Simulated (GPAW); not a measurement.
# Optical response of Bi

Aim: the dielectric function of Bi, and the optical constants that follow from it. The cell comes from an older database entry, whose edges can differ from later determinations, mostly by under a per cent.

Program: GPAW 26.7.0. Level of theory: DFT, PBE, plane-wave PAW (GPAW data sets), scalar-relativistic, RPA, optical limit. Results are calculated unless marked as measured.

Report form: the programs' logs are mostly left out.

The database entry behind the starting cell lists a temperature near 78 K, so it need not match the best structure at ambient conditions.

**1. Starting point**

Symmetry: R-3m, No. 166, trigonal system. The conventional cell has a = 4.535 Å, b = 4.535 Å, c = 11.814 Å, α = 90.00°, β = 90.00°, γ = 120.00°. Nearest to Bi lie 3 Bi at 3.06 Å.

**2. Ground state**

First the ground state: is it a metal or has it a gap?

This step: DFT, PBE, plane-wave PAW (GPAW data sets), scalar-relativistic, ground state (GPAW 26.7.0).

Contents of gs.py:

```python
from ase import Atoms
from ase.dft.bandgap import bandgap
from gpaw import GPAW, PW, FermiDirac

atoms = Atoms(['Bi', 'Bi'],
              cell=[[2.267500000000, 1.309141735400, 3.938000000000],
                    [-2.267500000000, 1.309141735400, 3.938000000000],
                    [0.000000000000, -2.618283470800, 3.938000000000]],
              scaled_positions=[[0.766000000000, 0.766000000000, 0.766000000000],
                                [0.234000000000, 0.234000000000, 0.234000000000]],
              pbc=[True, True, True])
atoms.calc = GPAW(mode=PW(500), xc='PBE', kpts={'size': (6, 6, 6), 'gamma': True},
                  occupations=FermiDirac(0.05), maxiter=150, txt='gs.txt')
print('energy (eV)', atoms.get_potential_energy())
print('Fermi level (eV)', atoms.calc.get_fermi_level())
print('valence electrons', atoms.calc.get_number_of_electrons())
print('gap (eV)', bandgap(atoms.calc, output=None)[0])
print('direct gap (eV)', bandgap(atoms.calc, direct=True, output=None)[0])
atoms.calc.write('gs.gpw')
```

Command:

```sh
$ OMP_NUM_THREADS=1 python gs.py
```

It took 17 s on 1 thread of Intel Xeon at 2.70GHz, shared host; peak memory 0.16 GiB.

Numbers from this step:

| Quantity | Value |
| --- | --- |
| energy | -9.360 eV |
| Fermi energy | 6.067 eV |
| electrons | 30 |

There are states at the Fermi level within the smearing, so the occupations stay smeared and the carriers get a Drude term.

**3. Bands for the response**

At the fixed density, many empty bands are solved on the mesh of the response, since the spectrum sums over them.

This step: DFT, PBE, plane-wave PAW (GPAW data sets), scalar-relativistic, bands at fixed density (GPAW 26.7.0).

Contents of nscf.py:

```python
from ase.dft.bandgap import bandgap
from gpaw import GPAW, FermiDirac

calc = GPAW('gs.gpw').fixed_density(kpts={'size': (12, 12, 12), 'gamma': True}, nbands=73, convergence={'bands': 67},
                                    occupations=FermiDirac(0.05), txt='nscf.txt')
print('gap (eV)', bandgap(calc, output=None)[0])
print('direct gap (eV)', bandgap(calc, direct=True, output=None)[0])
print('top band over the Fermi level (eV)', min(calc.get_eigenvalues(kpt=k)[66] for k in range(len(calc.get_ibz_k_points()))) - calc.get_fermi_level())
calc.write('full.gpw', mode='all')
```

Command:

```sh
$ OMP_NUM_THREADS=1 python nscf.py
```

It took 11 min on 1 thread; peak memory 0.61 GiB.

**4. Dielectric function, RPA**

Transitions between filled and empty bands, summed over the zone, give the optical response, so mesh, band count and broadening shape it.

The induced potential is part of this response.

This step: DFT, PBE, plane-wave PAW (GPAW data sets), scalar-relativistic, RPA, optical limit (GPAW 26.7.0).

Contents of df.py:

```python
from gpaw.response.df import DielectricFunction

df = DielectricFunction('full.gpw', frequencies={'type': 'nonlinear', 'domega0': 0.03, 'omega2': 8},
                        ecut=50,
                        eta=0.15,
                        nbands=67,
                        rate=0.05,
                        txt='df.txt')
for direction in ['x', 'z']:
    df.get_dielectric_function(xc='RPA', direction=direction, filename=f'df_{direction}.csv')
```

Command:

```sh
$ OMP_NUM_THREADS=1 python df.py
```

Elapsed: 1.9 min, on 1 thread; peak memory 0.31 GiB.

Sum at mesh points, not converged in k. Table of Im ε by photon energy; read off at these points:

| photon energy (eV) | E ∥ x | E ∥ z |
| --- | --- | --- |
| 0.50 | 71.6 | 29.3 |
| 1.00 | 92.2 | 49.8 |
| 1.42 | 55.3 | 53.1 |
| 1.50 | 47.0 | 50.8 |
| 2.00 | 25.4 | 40.4 |
| 2.50 | 12.7 | 18.9 |
| 3.00 | 6.03 | 9.38 |
| 3.50 | 3.93 | 6.03 |
| 4.00 | 2.96 | 4.07 |
| 4.50 | 3.01 | 3.23 |
| 5.00 | 3.89 | 3.48 |
| 5.50 | 4.03 | 4.07 |
| 6.00 | 2.71 | 2.91 |
| 6.50 | 3.30 | 3.32 |
| 7.00 | 3.25 | 3.42 |
| 7.50 | 2.31 | 2.66 |
| 8.00 | 1.91 | 2.05 |
| 8.50 | 1.26 | 1.69 |
| 9.00 | 1.10 | 1.22 |
| 9.50 | 0.994 | 1.14 |
| 10.00 | 0.816 | 0.994 |
| 10.50 | 0.737 | 0.889 |
| 11.00 | 0.619 | 0.798 |
| 11.50 | 0.538 | 0.724 |
| 12.00 | 0.551 | 0.689 |
| 12.50 | 0.407 | 0.495 |
| 13.00 | 0.510 | 0.565 |
| 13.50 | 0.353 | 0.388 |

Values under 1 per cm are given as 1; sum at mesh points, not converged in k. Table of absorption coefficient by photon energy:

| photon energy (eV) | E ∥ x (1/cm) | E ∥ z (1/cm) |
| --- | --- | --- |
| 0.492 | 1.9e5 | 1.2e5 |
| 1.010 | 6.7e5 | 3.8e5 |
| 1.486 | 9.5e5 | 7.1e5 |
| 1.985 | 1.1e6 | 1.1e6 |
| 2.508 | 1.1e6 | 1.2e6 |
| 3.018 | 1.0e6 | 1.1e6 |
| 3.510 | 9.7e5 | 1.1e6 |
| 3.980 | 8.9e5 | 1.0e6 |
| 4.516 | 7.9e5 | 9.1e5 |
| 4.981 | 8.4e5 | 8.7e5 |
| 5.515 | 1.1e6 | 1.1e6 |
| 6.021 | 9.8e5 | 1.0e6 |
| 6.494 | 1.0e6 | 9.9e5 |
| 6.985 | 1.2e6 | 1.2e6 |
| 7.496 | 1.3e6 | 1.3e6 |
| 8.026 | 1.2e6 | 1.2e6 |
| 8.516 | 1.1e6 | 1.2e6 |
| 9.023 | 1.1e6 | 1.2e6 |
| 9.483 | 1.1e6 | 1.1e6 |
| 10.026 | 1.0e6 | 1.1e6 |
| 10.519 | 9.6e5 | 1.0e6 |
| 11.029 | 9.1e5 | 1.0e6 |
| 11.479 | 7.9e5 | 9.4e5 |
| 12.023 | 8.0e5 | 9.4e5 |
| 12.504 | 6.7e5 | 8.2e5 |
| 13.000 | 7.1e5 | 8.2e5 |
| 13.512 | 5.7e5 | 6.7e5 |

Sum at mesh points, not converged in k. Table of reflectivity at normal incidence by photon energy; read off at these points:

| photon energy (eV) | E ∥ x (%) | E ∥ z (%) |
| --- | --- | --- |
| 0.50 | 69.1 | 56.9 |
| 1.00 | 73.6 | 63.4 |
| 1.50 | 75.5 | 65.7 |
| 2.00 | 75.1 | 71.7 |
| 2.50 | 77.0 | 73.5 |
| 2.74 | 78.5 | 74.4 |
| 2.78 | 78.5 | 74.5 |
| 3.00 | 76.6 | 72.6 |
| 3.50 | 72.3 | 69.4 |
| 4.00 | 63.9 | 66.8 |
| 4.50 | 46.3 | 55.7 |
| 5.00 | 37.3 | 41.7 |
| 5.50 | 47.4 | 45.6 |
| 5.56 | 47.7 | 46.3 |
| 6.00 | 44.2 | 44.1 |
| 6.50 | 36.2 | 33.9 |
| 7.00 | 41.8 | 39.4 |
| 7.50 | 50.0 | 46.3 |
| 8.00 | 48.4 | 48.0 |
| 8.33 | 53.8 | 47.6 |
| 8.50 | 50.6 | 48.3 |
| 8.77 | 48.1 | 50.3 |
| 9.00 | 50.0 | 49.6 |
| 9.50 | 45.1 | 44.0 |
| 10.00 | 45.4 | 41.9 |
| 10.50 | 41.6 | 39.3 |
| 11.00 | 41.0 | 39.9 |
| 11.50 | 34.0 | 34.7 |
| 12.00 | 31.9 | 33.9 |
| 12.50 | 30.0 | 34.8 |
| 13.00 | 23.0 | 27.7 |
| 13.25 | 26.1 | 31.0 |
| 13.50 | 23.4 | 28.4 |

Sum at mesh points, not converged in k. The Im ε, E ∥ x by photon energy; read off at these points:

| photon energy (eV) | without local fields | with local fields |
| --- | --- | --- |
| 0.5 | 75.2 | 71.6 |
| 1.0 | 99.3 | 92.2 |
| 1.5 | 49.3 | 47.0 |
| 2.0 | 25.9 | 25.4 |
| 2.5 | 12.2 | 12.7 |
| 3.0 | 5.97 | 6.03 |
| 3.5 | 4.02 | 3.93 |
| 4.0 | 3.17 | 2.96 |
| 4.5 | 3.37 | 3.01 |
| 5.0 | 4.65 | 3.89 |
| 5.5 | 4.44 | 4.03 |
| 6.0 | 3.26 | 2.71 |
| 6.5 | 4.28 | 3.30 |
| 7.0 | 3.75 | 3.25 |
| 7.5 | 2.40 | 2.31 |
| 8.0 | 2.01 | 1.91 |
| 8.5 | 1.37 | 1.26 |
| 9.0 | 1.19 | 1.10 |
| 9.5 | 1.14 | 0.994 |
| 10.0 | 0.935 | 0.816 |
| 10.5 | 0.897 | 0.737 |
| 11.0 | 0.739 | 0.619 |
| 11.5 | 0.747 | 0.538 |
| 12.0 | 0.685 | 0.551 |
| 12.5 | 0.553 | 0.407 |
| 13.0 | 0.607 | 0.510 |
| 13.5 | 0.458 | 0.353 |

The loss function −Im 1/ε at q → 0 has structure finer than the step of the table below, so its rows give means over 0.5 eV, whole bins alone (the curve runs from 0.305 to 14.0 eV). Peaks (eV: height): E ∥ x 12.67: 2.34, 13.60: 2.88; E ∥ z 13.69: 2.62.

Sum at mesh points, not converged in k. Table of loss function −Im 1/ε at q → 0 by energy loss; means over each step:

| energy loss (eV) | E ∥ x | E ∥ z |
| --- | --- | --- |
| 1.0 | 0.0114 | 0.0145 |
| 1.5 | 0.0174 | 0.0189 |
| 2.0 | 0.0231 | 0.0219 |
| 2.5 | 0.0282 | 0.0289 |
| 3.0 | 0.0394 | 0.0405 |
| 3.5 | 0.0631 | 0.0591 |
| 4.0 | 0.113 | 0.0824 |
| 4.5 | 0.210 | 0.148 |
| 5.0 | 0.224 | 0.214 |
| 5.5 | 0.184 | 0.192 |
| 6.0 | 0.245 | 0.237 |
| 6.5 | 0.266 | 0.272 |
| 7.0 | 0.235 | 0.239 |
| 7.5 | 0.232 | 0.235 |
| 8.0 | 0.270 | 0.263 |
| 8.5 | 0.326 | 0.296 |
| 9.0 | 0.396 | 0.364 |
| 9.5 | 0.505 | 0.476 |
| 10.0 | 0.608 | 0.572 |
| 10.5 | 0.770 | 0.698 |
| 11.0 | 0.960 | 0.796 |
| 11.5 | 1.36 | 1.01 |
| 12.0 | 1.49 | 1.09 |
| 12.5 | 2.11 | 1.50 |
| 13.0 | 2.06 | 1.67 |
| 13.5 | 2.70 | 2.35 |

At chosen wavelengths:

| wavelength (nm) | n x | k x | R (%) x | 1/α x | n z | k z | R (%) z | 1/α z |
| --- | --- | --- | --- | --- | --- | --- | --- | --- |
| 1064 | 5.59 | 6.530 | 74.0 | 13 nm | 6.17 | 3.935 | 63.1 | 22 nm |
| 633 | 2.54 | 5.279 | 74.8 | 9.5 nm | 3.93 | 5.479 | 71.1 | 9.2 nm |
| 405 | 0.87 | 3.312 | 76.0 | 9.7 nm | 1.25 | 3.582 | 72.0 | 9.0 nm |
| 365 | 0.74 | 2.867 | 73.7 | 10 nm | 1.04 | 3.152 | 70.5 | 9.2 nm |
| 308 | 0.69 | 2.143 | 63.1 | 11 nm | 0.80 | 2.505 | 66.3 | 9.8 nm |
| 248 | 1.17 | 1.660 | 37.3 | 12 nm | 1.02 | 1.709 | 41.7 | 12 nm |
| 193 | 1.04 | 1.515 | 35.5 | 10 nm | 1.05 | 1.465 | 33.8 | 10 nm |

A polished face would reflect 74 % of daylight and look light grey (CIE x = 0.310, y = 0.326 under D65).

**5. Results**

At this level (PBE, RPA) Bi is a metal. The mesh is too coarse to trust the carriers' weight, the reflectivity or the colour to better than tens of per cent. A polished face would reflect 74 % of daylight and look light grey (CIE x = 0.310, y = 0.326 under D65). The carriers' damping of 0.05 eV is typed, not computed; it shapes the response at the lowest energies. Spin-orbit coupling is left out although heavy atoms are present. GPAW's carrier term has the form −ωp²/(ω + i·rate)², which damps like twice the rate and fails at low energy, so the curves leave the lowest energies out. The sum runs over mesh points 0.14 Å⁻¹ apart with no interpolation, so peaks are partly noise of the mesh, and the Drude plasma energy, a sum over the Fermi surface, isn't converged.

[Machine, clock and banner lines and Python warnings are left out of the logs.]

[Logs are printed without paths, hosts, clocks, repeated set-up lines and the standing remarks that a program may print on its own settings, such as how far it seeks lower states.]

[Hosts, paths, dates, database ids (printed as entryN), source tags and the programs' standing remarks are cut or masked in the printed files.]
